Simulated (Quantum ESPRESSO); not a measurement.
# HfN (Fm-3m): pw.x, ph.x and EPW

Wanted: λ, Tc and ρ(T) of HfN (Fm-3m) from Quantum ESPRESSO and EPW.

Calculated with Quantum ESPRESSO 7.5; DFT LDA, scalar-relativistic, plane waves, PseudoDojo 0.4.1 norm-conserving pseudopotentials.

**1. The structure**

The structure is cubic, space group Fm-3m (No. 225). Conventional cell: a = 4.512 Å, b = 4.512 Å, c = 4.512 Å, α = 90.00°, β = 90.00°, γ = 90.00°. Nearest to Hf lie 6 N at 2.26 Å. Nearest to N lie 6 Hf at 2.26 Å. Farther neighbours and most contacts between anions are not listed.

**2. Relaxation**

The cell is relaxed under the functional used for all that follows.

relax.in reads:

```
 &control
    calculation='vc-relax',
    prefix='x',
    outdir='./tmp',
    pseudo_dir='./pseudo',
    tprnfor=.true.,
    tstress=.true.,
    etot_conv_thr=1.0d-06,
    forc_conv_thr=1.0d-04,
 /
 &system
    ibrav=0,
    nat=2,
    ntyp=2,
    ecutwfc=84.0,
    occupations='smearing',
    smearing='mv',
    degauss=0.02,
 /
 &electrons
    conv_thr=1.0d-10,
 /
 &ions
 /
 &cell
    press_conv_thr=0.1,
 /
ATOMIC_SPECIES
 Hf    178.4900  Hf.upf
 N      14.0070  N.upf
CELL_PARAMETERS angstrom
     0.000000000    2.256000000    2.256000000
     2.256000000    0.000000000    2.256000000
     2.256000000    2.256000000    0.000000000
ATOMIC_POSITIONS crystal
 Hf     0.000000000   0.000000000   0.000000000
 N      0.500000000   0.500000000   0.500000000
K_POINTS automatic
 9 9 9 0 0 0
```

On the command line:

```
$ OMP_NUM_THREADS=1 mpirun -n 8 pw.x -nk 8 -in relax.in > relax.out
```

The program printed:

```text
Program PWSCF v.7.5

     This program is part of the open-source Quantum ESPRESSO suite
     for quantum simulation of materials; please cite
         "P. Giannozzi et al., J. Phys.:Condens. Matter 21 395502 (2009);
         "P. Giannozzi et al., J. Phys.:Condens. Matter 29 465901 (2017);
         "P. Giannozzi et al., J. Chem. Phys. 152 154105 (2020);
     in publications or presentations arising from this work. More details at

     Message from routine setup:
     using ibrav=0 with symmetry is DISCOURAGED, use correct ibrav instead

     G-vector sticks info
     --------------------
     sticks:   dense  smooth     PW     G-vecs:    dense   smooth      PW
     Sum         847     847    253                16145    16145    2733

     Using Slab Decomposition

     bravais-lattice index     =            0
     lattice parameter (alat)  =       6.0291  a.u.
     unit-cell volume          =     154.9687 (a.u.)^3
     number of atoms/cell      =            2
     number of atomic types    =            2
     number of electrons       =        17.00
     number of Kohn-Sham states=           13
     kinetic-energy cutoff     =      84.0000  Ry
     charge density cutoff     =     336.0000  Ry
     scf convergence threshold =      1.0E-10
     mixing beta               =       0.7000
     number of iterations used =            8  plain     mixing
     energy convergence thresh.=      1.0E-06
     force convergence thresh. =      1.0E-04
     press convergence thresh. =      1.0E-01
     Exchange-correlation= SLA  PW   NOGX NOGC
                           (   1   4   0   0   0   0   0)
     nstep                     =           50

     celldm(1)=   6.029107  celldm(2)=   0.000000  celldm(3)=   0.000000
     celldm(4)=   0.000000  celldm(5)=   0.000000  celldm(6)=   0.000000

     crystal axes: (cart. coord. in units of alat)
               a(1) = (   0.000000   0.707107   0.707107 )
               a(2) = (   0.707107   0.000000   0.707107 )
               a(3) = (   0.707107   0.707107   0.000000 )
[...]
estimated scf accuracy    <       0.00014105 Ry
     estimated scf accuracy    <       0.00001498 Ry
     estimated scf accuracy    <       0.00000520 Ry
     estimated scf accuracy    <       0.00000019 Ry
     estimated scf accuracy    <       0.00000003 Ry
     estimated scf accuracy    <          4.1E-09 Ry
     number of Kohn-Sham states=           13
     number of k points=    35  Marzari-Vanderbilt smearing, width (Ry)=  0.0200
     estimated scf accuracy    <       0.51588701 Ry
     estimated scf accuracy    <       0.91576041 Ry
     estimated scf accuracy    <       0.00240157 Ry
     estimated scf accuracy    <       0.00295677 Ry
     estimated scf accuracy    <       0.00036460 Ry
     estimated scf accuracy    <       0.00002254 Ry
     estimated scf accuracy    <       0.00000107 Ry
     estimated scf accuracy    <       0.00000025 Ry
     estimated scf accuracy    <          7.0E-09 Ry
     estimated scf accuracy    <          7.0E-10 Ry
     estimated scf accuracy    <          1.5E-11 Ry
     estimated scf accuracy    <          9.8E-11 Ry
     the Fermi energy is    19.2731 ev
!    total energy              =    -133.92751157 Ry
     estimated scf accuracy    <          6.4E-13 Ry
     convergence has been achieved in  13 iterations
          total   stress  (Ry/bohr**3)                   (kbar)     P=        0.05
   JOB DONE.
```

It took 20 s on 8 MPI ranks of Intel Xeon Platinum 8375C at 2.90GHz (Ice Lake), shared host.

Numbers from this step:

```
free energy     : -1822.1766 eV
pressure        : 0.005 GPa
volume per atom : 10.99 Å³/atom
```

The volume ends at 10.99 Å³ an atom, -4.3 % from the start.

**3. Ground state**

Linear response needs a tightly converged ground state.

scf.in reads:

```
 &control
    calculation='scf',
    prefix='x',
    outdir='./tmp',
    pseudo_dir='./pseudo',
    tprnfor=.true.,
    tstress=.true.,
 /
 &system
    ibrav=0,
    nat=2,
    ntyp=2,
    ecutwfc=84.0,
    occupations='smearing',
    smearing='mv',
    degauss=0.02,
 /
 &electrons
    conv_thr=1.0d-12,
 /
ATOMIC_SPECIES
 Hf    178.4900  Hf.upf
 N      14.0070  N.upf
CELL_PARAMETERS angstrom
     0.000000000    2.223294000    2.223294000
     2.223294000    0.000000000    2.223294000
     2.223294000    2.223294000    0.000000000
ATOMIC_POSITIONS crystal
 Hf     0.000000000   0.000000000   0.000000000
 N      0.500000000   0.500000000   0.500000000
K_POINTS automatic
 9 9 9 0 0 0
```

On the command line:

```
$ OMP_NUM_THREADS=1 mpirun -n 8 pw.x -nk 8 -in scf.in > scf.out
```

The program printed:

```text
[banner, memory and clock lines left out]
[...]
number of Kohn-Sham states=           13
     number of k points=    35  Marzari-Vanderbilt smearing, width (Ry)=  0.0200
     estimated scf accuracy    <       0.53222028 Ry
     estimated scf accuracy    <       0.96526458 Ry
     estimated scf accuracy    <       0.00324982 Ry
     estimated scf accuracy    <       0.00216110 Ry
     estimated scf accuracy    <       0.00016040 Ry
     estimated scf accuracy    <       0.00000677 Ry
     estimated scf accuracy    <       0.00000249 Ry
     estimated scf accuracy    <       0.00000009 Ry
     estimated scf accuracy    <       0.00000002 Ry
     estimated scf accuracy    <          1.1E-09 Ry
     estimated scf accuracy    <          1.1E-10 Ry
     the Fermi energy is    19.2731 ev
!    total energy              =    -133.92751157 Ry
     estimated scf accuracy    <          4.6E-14 Ry
     convergence has been achieved in  12 iterations
          total   stress  (Ry/bohr**3)                   (kbar)     P=        0.05
```

Run time: 5.3 s. Hardware: 8 MPI ranks; 41 s of CPU time.

This step gave:

```yaml
fermi_energy: 19.27 eV
```

The Fermi level lies at 19.27 eV and the pressure is 0.005 GPa.

[end of part 1 of 4]

[The logs of pw.x and epw.x are selected lines.]

[Logs are printed without paths, hosts, clocks, repeated set-up lines and the standing remarks that a program may print on its own settings, such as how far it seeks lower states.]

[Hosts, paths, dates, database ids (printed as entryN), source tags and the programs' standing remarks are cut or masked in the printed files.]
